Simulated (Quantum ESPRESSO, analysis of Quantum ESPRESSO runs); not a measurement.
# Interstitial H in fcc Al, hop from a tetrahedral to the next octahedral site: migration barrier, PBE (Quantum ESPRESSO), part 3 of 3

Aim: the migration barrier of interstitial H in fcc Al, hop from a tetrahedral to the next octahedral site, to be set beside the measurement. Set-up: PBE, JTH 2.0 PBE, 32-site cell, PBE lattice, k: 3x3x3. The model is a cell of 32 host atoms with 1 H put in. The barrier is the energy of the highest image of a climbing band over the relaxed site that the atom leaves. Other potentials or another program check that the number doesn't hang on one set of files.

Quantum ESPRESSO 7.5; PBE, JTH 2.0 PBE, 32-site cell, PBE lattice, k: 3x3x3.

So far: Starting point; Relaxation, charge 0.

### Step 4. Nudged elastic band

A band of images joins the two ends; its highest image climbs to the saddle, whose energy over the site left is the barrier.

This step: Quantum ESPRESSO plane-wave DFT, PBE, JTH 2.0 PBE potentials; nudged elastic band between two relaxed defect structures.

The input, neb.in:

```
BEGIN
BEGIN_PATH_INPUT
&PATH
  restart_mode = 'from_scratch'
  string_method = 'neb'
  nstep_path = 45
  ds = 1.5
  opt_scheme = 'broyden'
  num_of_images = 5
  k_max = 0.3
  k_min = 0.2
  CI_scheme = 'auto'
  path_thr = 0.05
/
END_PATH_INPUT
BEGIN_ENGINE_INPUT
&CONTROL
  prefix = 'pwscf'
  outdir = './tmp'
  pseudo_dir = './pseudo'
  disk_io = 'low'
/
&SYSTEM
  ibrav = 0
  nat = 33
  ntyp = 2
  ecutwfc = 40
  ecutrho = 240
  nbnd = 63
  occupations = 'smearing'
  smearing = 'mv'
  degauss = 0.00734986
/
&ELECTRONS
  conv_thr = 3d-08
  electron_maxstep = 100
  mixing_beta = 0.5
/
ATOMIC_SPECIES
Al    26.9815 Al.GGA_PBE-JTH.UPF
H      1.0080 H.GGA_PBE-JTH.UPF
CELL_PARAMETERS angstrom
   8.0759792175    0.0000000000    0.0000000000
   0.0000000000    8.0759792175    0.0000000000
   0.0000000000    0.0000000000    8.0759792175
BEGIN_POSITIONS
FIRST_IMAGE
ATOMIC_POSITIONS crystal
Al     0.0003019112    0.0003019112    0.0003019112
Al     0.0007780229    0.2503137381    0.2503137381
Al     0.2503137381    0.0007780229    0.2503137381
Al     0.2503137381    0.2503137381    0.0007780229
Al    -0.0021427398   -0.0021427398    0.5002274891
Al    -0.0021427398    0.2497725109    0.7521427398
Al     0.2497725109   -0.0021427398    0.7521427398
Al     0.2409255224    0.2409255224    0.5090744776
Al    -0.0021427398    0.5002274891   -0.0021427398
Al    -0.0021427398    0.7521427398    0.2497725109
Al     0.2409255224    0.5090744776    0.2409255224
Al     0.2497725109    0.7521427398   -0.0021427398
Al     0.0007780229    0.4996862619    0.4996862619
Al     0.0003019112    0.7496980888    0.7496980888
Al     0.2503137381    0.4996862619    0.7492219771
Al     0.2503137381    0.7492219771    0.4996862619
Al     0.5002274891   -0.0021427398   -0.0021427398
Al     0.5090744776    0.2409255224    0.2409255224
Al     0.7521427398   -0.0021427398    0.2497725109
Al     0.7521427398    0.2497725109   -0.0021427398
Al     0.4996862619    0.0007780229    0.4996862619
Al     0.4996862619    0.2503137381    0.7492219771
Al     0.7496980888    0.0003019112    0.7496980888
Al     0.7492219771    0.2503137381    0.4996862619
Al     0.4996862619    0.4996862619    0.0007780229
Al     0.4996862619    0.7492219771    0.2503137381
Al     0.7492219771    0.4996862619    0.2503137381
Al     0.7496980888    0.7496980888    0.0003019112
Al     0.5090744776    0.5090744776    0.5090744776
Al     0.5002274891    0.7521427398    0.7521427398
Al     0.7521427398    0.5002274891    0.7521427398
Al     0.7521427398    0.7521427398    0.5002274891
H      0.3750000000    0.3750000000    0.3750000000
LAST_IMAGE
ATOMIC_POSITIONS crystal
Al     0.0004244359    0.0004244359    0.0004244359
Al    -0.0058747378    0.2501273576    0.2501273576
[... 5 atom lines left out ...]
Al     0.2501273576    0.2501273576    0.5061294531
[... 2 atom lines left out ...]
Al     0.2501273576    0.5061294531    0.2501273576
[... 3 atom lines left out ...]
Al     0.2501273576    0.5014432970    0.7501273576
Al     0.2501273576    0.7501273576    0.5014432970
[... 1 atom line left out ...]
Al     0.5061294531    0.2501273576    0.2501273576
[... 3 atom lines left out ...]
Al     0.5014432970    0.2501273576    0.7501273576
[... 1 atom line left out ...]
Al     0.7501273576    0.2501273576    0.5014432970
Al     0.4998302794    0.4998302794    0.0004244359
Al     0.5014432970    0.7501273576    0.2501273576
Al     0.7501273576    0.5014432970    0.2501273576
[... 1 atom line left out ...]
Al     0.4998302794    0.4998302794    0.4998302794
[... 3 atom lines left out ...]
H      0.2501273576    0.2501273576    0.2501273576
END_POSITIONS
K_POINTS automatic
3 3 3 0 0 0
END_ENGINE_INPUT
END
```

The run is started by

```console
> OMP_NUM_THREADS=1 mpirun -n 4 neb.x -ni 2 -inp neb.in > neb.out
```

What it wrote:

```text
[banner, memory and clock lines left out]
          URL

     path-images division:  nimage    =       2

     Parsing file: neb.in
     file Al.GGA_PBE-JTH.UPF: wavefunction(s)  3S 0S 3P 0P renormalized
     file H.GGA_PBE-JTH.UPF: wavefunction(s)  1S 0S 0P renormalized
     file Al.GGA_PBE-JTH.UPF: wavefunction(s)  3S 0S 3P 0P renormalized
     file H.GGA_PBE-JTH.UPF: wavefunction(s)  1S 0S 0P renormalized

     initial path length           =  3.3376 bohr
     initial inter-image distance  =  0.8344 bohr

     string_method                 =    neb
     restart_mode                  =    from_scratch
     opt_scheme                    =    broyden
     num_of_images                 =    5
     nstep_path                    =    45
     CI_scheme                     =    auto
     first_last_opt                =    F
     use_freezing                  =    F
     ds                            =    1.5000 a.u.
     k_max                         =    0.3000 a.u.
     k_min                         =    0.2000 a.u.
     suggested k_max               =    0.2742 a.u.
     suggested k_min               =    0.1828 a.u.
     path_thr                      =    0.0500 eV / A

     ------------------------------ iteration   1 ------------------------------

     cpu =  0   tcpu =      0.2    self-consistency for image   1
     Message from routine setup:
     using ibrav=0 with symmetry is DISCOURAGED, use correct ibrav instead
     cpu =  0   tcpu =     52.4    self-consistency for image   2
     Message from routine setup:
     using ibrav=0 with symmetry is DISCOURAGED, use correct ibrav instead
     cpu =  0   tcpu =    122.7    self-consistency for image   4
     Message from routine setup:
     using ibrav=0 with symmetry is DISCOURAGED, use correct ibrav instead

     activation energy (->) =   0.226387 eV
     activation energy (<-) =   0.139226 eV

     image        energy (eV)        error (eV/A)        frozen

         1     -17214.8013299            0.017353            T
         2     -17214.6577591            0.644745            F
         3     -17214.5749424            0.487684            F
         4     -17214.6650593            0.413221            F
         5     -17214.7141681            0.009337            T

     climbing image =  3

     path length          =  3.338 bohr
     inter-image distance =  0.834 bohr

     ------------------------------ iteration   2 ------------------------------

     cpu =  0   tcpu =    198.4    self-consistency for image   2
     Message from routine setup:
     using ibrav=0 with symmetry is DISCOURAGED, use correct ibrav instead
     cpu =  0   tcpu =    253.4    self-consistency for image   4
     Message from routine setup:
     using ibrav=0 with symmetry is DISCOURAGED, use correct ibrav instead

     activation energy (->) =   0.209074 eV
     activation energy (<-) =   0.121912 eV

     image        energy (eV)        error (eV/A)        frozen

         1     -17214.8013299            0.017353            T
         2     -17214.6611989            0.291944            F
         3     -17214.5922563            0.376832            F
         4     -17214.6646425            0.189641            F
         5     -17214.7141681            0.009337            T

     climbing image =  3

     path length          =  3.339 bohr
     inter-image distance =  0.835 bohr

     ------------------------------ iteration   3 ------------------------------

     cpu =  0   tcpu =    300.6    self-consistency for image   2
     Message from routine setup:
     using ibrav=0 with symmetry is DISCOURAGED, use correct ibrav instead
     cpu =  0   tcpu =    359.5    self-consistency for image   4
     Message from routine setup:
     using ibrav=0 with symmetry is DISCOURAGED, use correct ibrav instead

     activation energy (->) =   0.188543 eV
     activation energy (<-) =   0.101381 eV

     image        energy (eV)        error (eV/A)        frozen

         1     -17214.8013299            0.017353            T
         2     -17214.6711507            0.158845            F
         3     -17214.6127871            0.185801            F
         4     -17214.6667585            0.105577            F
         5     -17214.7141681            0.009337            T

     climbing image =  3

     path length          =  3.348 bohr
     inter-image distance =  0.837 bohr

     ------------------------------ iteration   4 ------------------------------

     cpu =  0   tcpu =    416.3    self-consistency for image   2
     Message from routine setup:
     using ibrav=0 with symmetry is DISCOURAGED, use correct ibrav instead
     cpu =  0   tcpu =    473.7    self-consistency for image   4
     Message from routine setup:
     using ibrav=0 with symmetry is DISCOURAGED, use correct ibrav instead

     activation energy (->) =   0.183955 eV
     activation energy (<-) =   0.096793 eV

     image        energy (eV)        error (eV/A)        frozen

         1     -17214.8013299            0.017353            T
         2     -17214.6770528            0.103313            F
         3     -17214.6173747            0.120485            F
         4     -17214.6687356            0.076143            F
         5     -17214.7141681            0.009337            T

     climbing image =  3

     path length          =  3.355 bohr
     inter-image distance =  0.839 bohr

     ------------------------------ iteration   5 ------------------------------

     cpu =  0   tcpu =    519.5    self-consistency for image   2
     Message from routine setup:
     using ibrav=0 with symmetry is DISCOURAGED, use correct ibrav instead
     cpu =  0   tcpu =    580.1    self-consistency for image   4
     Message from routine setup:
     using ibrav=0 with symmetry is DISCOURAGED, use correct ibrav instead

     activation energy (->) =   0.179251 eV
     activation energy (<-) =   0.092089 eV

     image        energy (eV)        error (eV/A)        frozen

         1     -17214.8013299            0.017353            T
         2     -17214.6848415            0.053654            F
         3     -17214.6220787            0.033106            F
         4     -17214.6712734            0.035621            F
         5     -17214.7141681            0.009337            T

     climbing image =  3

     path length          =  3.376 bohr
     inter-image distance =  0.844 bohr

     ------------------------------ iteration   6 ------------------------------

     cpu =  0   tcpu =    637.2    self-consistency for image   2
     Message from routine setup:
     using ibrav=0 with symmetry is DISCOURAGED, use correct ibrav instead
     cpu =  0   tcpu =    687.2    self-consistency for image   4
     Message from routine setup:
     using ibrav=0 with symmetry is DISCOURAGED, use correct ibrav instead

     activation energy (->) =   0.178785 eV
     activation energy (<-) =   0.091623 eV

     image        energy (eV)        error (eV/A)        frozen

         1     -17214.8013299            0.017353            T
         2     -17214.6853967            0.048287            F
         3     -17214.6225447            0.027647            F
         4     -17214.6712060            0.018776            F
         5     -17214.7141681            0.009337            T

     climbing image =  3

     path length          =  3.376 bohr
     inter-image distance =  0.844 bohr

     neb: convergence achieved in   6 iterations
```

Run time: 12 min. Hardware: 4 MPI ranks of Intel Xeon Platinum 8488C (Sapphire Rapids), shared host; peak memory 1.1 GiB; 49 min of CPU time.

Images along the path:

```
image  path (Å)  energy (eV)     H33: x, y, z (Å)
    0     0.000       0.0000  3.028, 3.028, 3.028
    1     0.488       0.1159  2.753, 2.753, 2.753
    2     0.890       0.1788  2.524, 2.524, 2.524
    3     1.318       0.1301  2.285, 2.285, 2.285
    4     1.787       0.0872  2.020, 2.020, 2.020
```

Read from the output:

- barrier forward: 0.1788 eV

### Step 5. What came out

| Item | Value |
| --- | --- |
| migration barrier (saddle less minimum) | 0.18 eV |
| energy difference of the two ends | 0.09 eV |
| length of the hop | 1.75 Å |

**Reading.** Migration barrier: computed 0.18 eV, measured 0.452 eV; 0.27 eV below the measurement. The measured number is an Arrhenius activation energy of long-range diffusion; for H it holds zero-point energy, and trapping at vacancies and dislocations can raise it. One hop between neighbouring sites is computed at the host's lattice. Limits: the periodic copies of the defect are only 8.1 Å apart.

[Logs are printed without paths, hosts, clocks, repeated set-up lines and the standing remarks that a program may print on its own settings, such as how far it seeks lower states.]

[Hosts, paths, dates, database ids (printed as entryN), source tags and the programs' standing remarks are cut or masked in the printed files.]

[For some hosts the program warned that the k-mesh of the response run may be too coarse for force constants and the static dielectric constant; such warnings are not shown here.]
